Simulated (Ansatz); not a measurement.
# As (Pm-3m, 1 atom in the cell): from the cell to its phonons, part 2 of 2

Aim: the vibrations of As (Pm-3m, 1 atom in the cell), their spectra, and whether the structure is stable.

Ansatz 0.2.0; DFT PBEsol, scalar-relativistic, plane waves, PAW.

So far. Step 3 (Tight relaxation): The forces vanish by symmetry and the pressure is 0.000 GPa, within the tolerances set. The cell now holds 19.43 Å³/atom. The relaxed cell has a = 2.689 Å (conventional setting).

This is not the structure that As takes at ambient pressure and room temperature (space group No. 166); it is a model or a phase of other conditions.

## 4. Phonons on a q mesh

Stability and thermal properties need the whole zone. Linear response on a 4×4×4 q mesh gives force constants as far as a supercell of that size would.

The input, input.yaml:

```yaml
crystal:
  lattice:
    - [2.6885784294, 0.0, 0.0]
    - [0.0, 2.6885784294, 0.0]
    - [0.0, 0.0, 2.6885784294]
  atoms:
    - { symbol: As, position: [0.5, 0.5, 0.5] }
kpoints:
  mp_grid: { grid: [16, 16, 16] }
hamiltonian:
  xc: pbesol
scf:
  occupations: { method: methfessel_paxton, width: 0.15 }
output:
  eigenvalues: true
phonons:
  method: dfpt
  qmesh: [4, 4, 4]
  temperatures: { t_max: 1000, t_step: 50 }
  qpath:
    path:
      - [[0.0, 0.0, 0.0], [0.0, 0.5, 0.0], [0.5, 0.5, 0.0], [0.0, 0.0, 0.0], [0.5, 0.5, 0.5], [0.0, 0.5, 0.0]]
      - [[0.5, 0.5, 0.5], [0.5, 0.5, 0.0]]
    npoints: 10
```

On the command line:

```sh
> ansatz run input.yaml --threads 4 --pin off --max-ram 7168MiB --backend cpu --events-out ev --progress --plain --runs-dir out
```

Numbers of over 12 decimals in the logs are rounded to 6 here.

The program printed:

```text
[...]
Crystal: 1 atoms, lattice volume = 19.434 Å³
Basis set: ecut = 420 eV, 389 PW (Γ), exchange–correlation on 36×36×36 points (8 copies of the dense FFT grid, shifted against one another)
Bands: 12, of which v1, the nominal top of the filled ones, is band 8 counted from 1 (7 counted from 0)
Symmetry: 48 space group operations
k-points: 165 of 4096
[...]
SCF iter   1: F=—  HF=-4812.946414 eV  |F-HF|=—  |Δ(HF+E_count)|=         —  Δρ=9.83e-4  dr2=6.79e-5  ethr=1.77e-3  ⟨swp⟩=5.1  Hψ=11785  notcnv=0
[...]
SCF iter   7: F=-4812.946120 eV  HF=-4812.946120 eV  |F-HF|=0.00e0  |Δ(HF+E_count)|=  1.55e-11  S|Δr|=    0.00e0  Δρ=3.67e-8  dr2=3.01e-13  ethr=1.00e-12  ⟨swp⟩=5.8  Hψ=7609  notcnv=0
SCF 1 converged in 7 iterations: F = -4812.946120 eV  dr2 = 3.01e-13
[...]
NSCF: frozen V_eff on 165 k-points
[...]
DFPT response loops at q = (0, 0, 0) (fractional): preconditioner auto → Kerker (q_TF=auto, 2.613 Å⁻¹) (partly filled bands, converged f_vac=0.000); β = 1.00, the filter's whole step (`scf.mixing.beta` (0.50) is not read by the response loops under this deck's `scf.mixing.preconditioner`; to damp them name `kerker` or `kerker_dos`, under which they read `scf.mixing.beta`, and type it under 1.00, their step now; both keys bind the ground state too); Broyden in place of MSR1
[...]
SCF converged after 7 iterations
[...]
Free energy (F): -4812.946120 eV
[...]
Internal energy: -4812.947028 eV  (E = F + TS)
E sigma→0 (E₀):  -4812.946347 eV
Entropy (-TS):   0.000908 eV (0.908 meV/atom)
Fermi energy:    11.856250 eV
[...]
--- Band table (eV; the first three rows and the last of 165) ---
  k-point 0: bands = [... 4 lower, -24.0740, -3.2947, 16.0585, 16.0585, 16.0585, 20.4689, 20.4689, 22.3987]
  k-point 1: bands = [... 4 lower, -24.0739, -3.2212, 15.0579, 16.1237, 16.1237, 20.5360, 21.2061, 22.8651]
  k-point 2: bands = [... 4 lower, -24.0737, -3.0024, 13.1878, 16.3157, 16.3157, 20.7357, 21.8974, 24.6385]
  k-point 164: bands = [... 4 lower, -24.0297, 7.0265, 10.0060, 10.0060, 10.0060, 17.7550, 17.7550, 17.7550]
--- Phonons (Γ-DFPT): 1 representative perturbation + reference (Σ response iterations 3) ---
  ASR residual: 6.688e-6 → 0.000e0 eV/Å²; symmetrization residual: 4.487e-11 eV/Å²
  ASR residual per site (eV/Å²): 6.69e-6
  Γ frequencies (cm⁻¹): 0.00 0.00 0.00
--- Phonons (arbitrary-q DFPT): 10 irreducible q on the 4×4×4 mesh ---
  q = [0.0000, 0.0000, 0.0000] (star 1, of the zone-centre solve; hermiticity 0.00e0, symmetrization 6.71e-6): 0.00 0.00 0.00
  q = [0.0000, 0.0000, 0.2500] (star 6, 2 solved perturbations in 2016 linear systems a pass and spin channel, the states on 1296 of 4096 k-point pairs; hermiticity 2.35e-13, symmetrization 1.44e-12): 57.23 57.23 139.06
[...]
q = [0.0000, 0.2500, -0.5000] (star 12, 3 solved perturbations on 1296 of 4096 k-point pairs; hermiticity 1.94e-13, symmetrization 1.36e-13): 81.17 87.36 155.18
[...]
q = [0.2500, 0.2500, 0.2500] (star 8, 1 solved perturbation on 2176 of 4096 k-point pairs; hermiticity 2.03e-13, symmetrization 4.05e-12): 152.88 152.88 192.17
[...]
sum rule: each row above includes the acoustic sum rule's correction from the zone centre's row sums; it moved no ω² by more than (0.16 cm⁻¹)²
  mesh force constants: q→R imaginary residual 0.00e0; ASR residual 6.688e-6 → 0.000e0 eV/Å²; symmetrization residual 5.329e-15 eV/Å²
  interpolated dispersion: 62 rows × 3 modes
  density of states and harmonic sums: on the 24×24×24 q-mesh, interpolated from the force constants of a 4×4×4 supercell (no non-analytic term)
  largest difference from the sums on the solved wave vectors: F 5.52e-2 eV, S 8.04e-5 and C_V 2.53e-5 eV/K
  zero-point energy: 0.021097 eV/cell   skipped modes (ω ≤ 0): 113, of them read as no rigid motion or as one in doubt: 110 (1.769e-1 modes/cell left out, lowest -195.58 cm⁻¹)   left out of the sums: 5.90e-2 of the cell's modes: C_V's classical limit lies that fraction below 3 k_B per atom; for a crystal, a wire or a layer, F and S can be off by more, and a phonons.interpolated_qmesh denser along its periods is the remedy for the sampling
```

Run time: 94 s. Hardware: 4 threads of Arm Neoverse V1, shared host; peak memory 1.4 GiB.

Numbers from this step:

```yaml
sum_rule_residual_before_enforcement: 6.69e-6 eV/Å²
lowest_frequency_on_the_path: -195.6 cm⁻¹
highest_frequency_on_the_path_or_at_a_solved_wavevector: 192.2 cm⁻¹
lowest_mode_on_the_q_mesh_acoustic_modes_at_gamma_apart: -195.6 cm⁻¹
```

Frequencies (cm⁻¹) solved at each irreducible wavevector; negative means imaginary. Frequencies by wavevector, by row:

```
q in reciprocal lattice units  star  mode 1  mode 2  mode 3
                        0 0 0     1       0       0       0
                     0 0 0.25     6    57.2    57.2   139.1
                     0 0 -0.5     3    65.3    65.3   152.9
                  0 0.25 0.25    12    80.3     132   164.1
                  0 0.25 -0.5    12    81.2    87.4   155.2
                  0 -0.5 -0.5     3    93.3    97.7    97.7
               0.25 0.25 0.25     8   152.9   152.9   192.2
               0.25 0.25 -0.5    12   -48.7   156.4   178.6
               0.25 -0.5 -0.5     6   -51.1   -51.1   164.5
               -0.5 -0.5 -0.5     1  -195.6  -195.6  -195.6
```

Interpolated from a 4×4×4 q mesh. Phonon branches along the path, in cm⁻¹:

```
    point  branch 1  branch 2  branch 3
        Γ         0         0         0
  halfway        57        57       139
        X        65        65       153
  halfway        81        87       155
        M        93        98        98
  halfway        80       132       164
        Γ         0         0         0
  halfway       153       153       192
        R      -196      -196      -196
  halfway       -49       156       179
        X        65        65       153
jump to R      -196      -196      -196
  halfway       -51       -51       164
        M        93        98        98
```

The phonon branches as a text plot (rows in cm⁻¹):

```
    184 |                              ****         *
    168 |                  ***                     * *       **
    152 |    ***** **     *   *      ** *           *** **
    136 |   *     *  *     ***         * ***       *  *        *
    119 |         *   *  **   **     **                *    *
    103 |  *       *   ***     *    *      *      *    *        *
     87 |          ***********  *                     * *     **
     71 | *   ***** **        * *   *             *     **
     55 |   **                 *   *
     39 |* *                    ** *                 *
     23 |**                      *
      6 |                         *
    -10 |
    -26 |
    -42 |                                           *      *
    -58 |                                                    *
    -74 |                                   *      *
    -91 |                                   *
   -107 |                                        **         *
   -123 |                                        *
   -139 |                                                  *
   -155 |                                        *
   -171 |                                    *  *
   -188 |                                     ***         *
         Γ      X      M          Γ            R        X|R     M
```

Tetrahedra on a 24×24×24 mesh, mean over bins of 5 cm-1. Interpolated from a 4×4×4 q mesh. The phonon density of states by wavenumber; read off at these points:

```
wavenumber (cm⁻¹)  phonon density of states (1/cm⁻¹/cell)
           -180.0                                  4.0e-4
           -160.0                                  6.4e-4
           -140.0                                  8.3e-4
           -120.0                                  9.9e-4
           -100.0                                  0.0011
            -80.0                                 0.00109
            -60.0                                 0.00111
            -40.0                                 0.00102
            -20.0                                  9.3e-4
              0.0                                 0.00101
             20.0                                 0.00133
             40.0                                 0.00279
             60.0                                 0.00675
             80.0                                  0.0186
             97.5                                  0.0259
            100.0                                  0.0247
            120.0                                  0.0250
            140.0                                  0.0254
            152.5                                  0.0340
            160.0                                  0.0221
            180.0                                 0.00925
```

Second derivatives of the energy by pair, one row for each kind of neighbour of each atom listed. Each entry sums the pair over the periodic images of the supercell that the q mesh stands for, and in a polar crystal it holds the long-range dipole part too. Force constants by pair, by row:

```
atom  neighbour  distance (Å)  third of the trace (eV/Å²)  along the pair's line (eV/Å²)
 As1     itself             0                       3.928                              –
 As1         As         2.689                      0.1756                         0.3273
 As1         As         3.802                     -0.3333                         -0.721
 As1         As         4.657                      0.1471                         0.1115
 As1         As         5.377                      -1.113                         -3.091
 As1         As         6.012                      0.1887                         0.3321
 As1         As         6.586                     -0.1674                        -0.1456
```

Symmetry leaves 10 wavevectors to solve. The lowest mode among them, the acoustic zeros apart, lies at q = (-0.5, -0.5, -0.5) and is imaginary, 195.6i cm⁻¹, so the energy falls along it.

## 5. Summary of results

| Property | Result |
| --- | --- |
| space group after relaxation (within 0.01 Å) | Pm-3m |
| volume per atom | 19.4 Å³ |
| electronic character | no gap on this mesh |
| lowest mode on the q mesh (acoustic modes at Γ apart) | -196 cm⁻¹ |
| highest frequency on the path or at a solved wavevector | 192 cm⁻¹ |
| imaginary modes on the 4×4×4 q mesh | yes |

Modes are clearly imaginary (beyond 10i cm⁻¹) at 3 of the 10 irreducible wavevectors, most at q = (-0.5, -0.5, -0.5) (195.6i cm⁻¹), so this structure is not a minimum of the energy. With no gap, or one that is small against the smearing, the frequencies hang on the k mesh and the smearing, most of all near Kohn anomalies. These are harmonic frequencies at zero temperature: anharmonic shifts, linewidths and thermal expansion are left out.

[Logs are printed without paths, hosts, clocks, repeated set-up lines and the standing remarks that a program may print on its own settings, such as how far it seeks lower states.]

[Hosts, paths, dates, database ids (printed as entryN), source tags and the programs' standing remarks are cut or masked in the printed files.]
